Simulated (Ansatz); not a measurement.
# Is the response still linear at 0.4 V/Å? 1T-HfS2 3 layers, AB

The dipole of a slab grows in proportion to a weak field along its normal. Does the weak-field slope carry to a strong field?

How it was computed: Ansatz 0.2.0, plane waves with PAW datasets (its set soft_2), PBE-D3(BJ); atoms held at their relaxed places, 18 Å of vacuum, dipole correction, cell area 11.30 Å², 18×18 k-points, smearing 0.02585 eV. Without field the slab has a gap of 1.01 eV.

```tsv
run	field (V/Å)	dipole (e·Å)
run 1	−0.10	−0.09041
run 2	−0.05	−0.04517
run 3	0.00	0.00007
run 4	0.05	0.04531
run 5	0.10	0.09056
run 6	0.40	?
```

Q: Estimate the withheld value from the rows shown.

A least-squares line through the 5 rows shown has slope 0.904840 and intercept 0.000072; no row lies more than 0.00001 e·Å off it. A perfect conductor with that slope would be 180.95 × 0.90484 / 11.30 = 14.49 Å thick. At 0.40 it gives 0.904840 × 0.40 + 0.000072 = 0.36201 e·Å, beyond the rows fitted. Rounding and scatter of the rows alone allow about ±0.00002 e·Å there.

The run itself gives 0.36372 e·Å: a miss of +0.00171 e·Å. That is under 1 % of the induced dipole, so the response is still linear.

Caveats: Ions are held, so this is the electronic response. Of the series that stay linear within 1 %, this collection keeps about one in seven, and it keeps all that bend. Spin-orbit coupling is left out, which changes the bands of elements this heavy.

[Logs are printed without paths, hosts, clocks, repeated set-up lines and the standing remarks that a program may print on its own settings, such as how far it seeks lower states.]
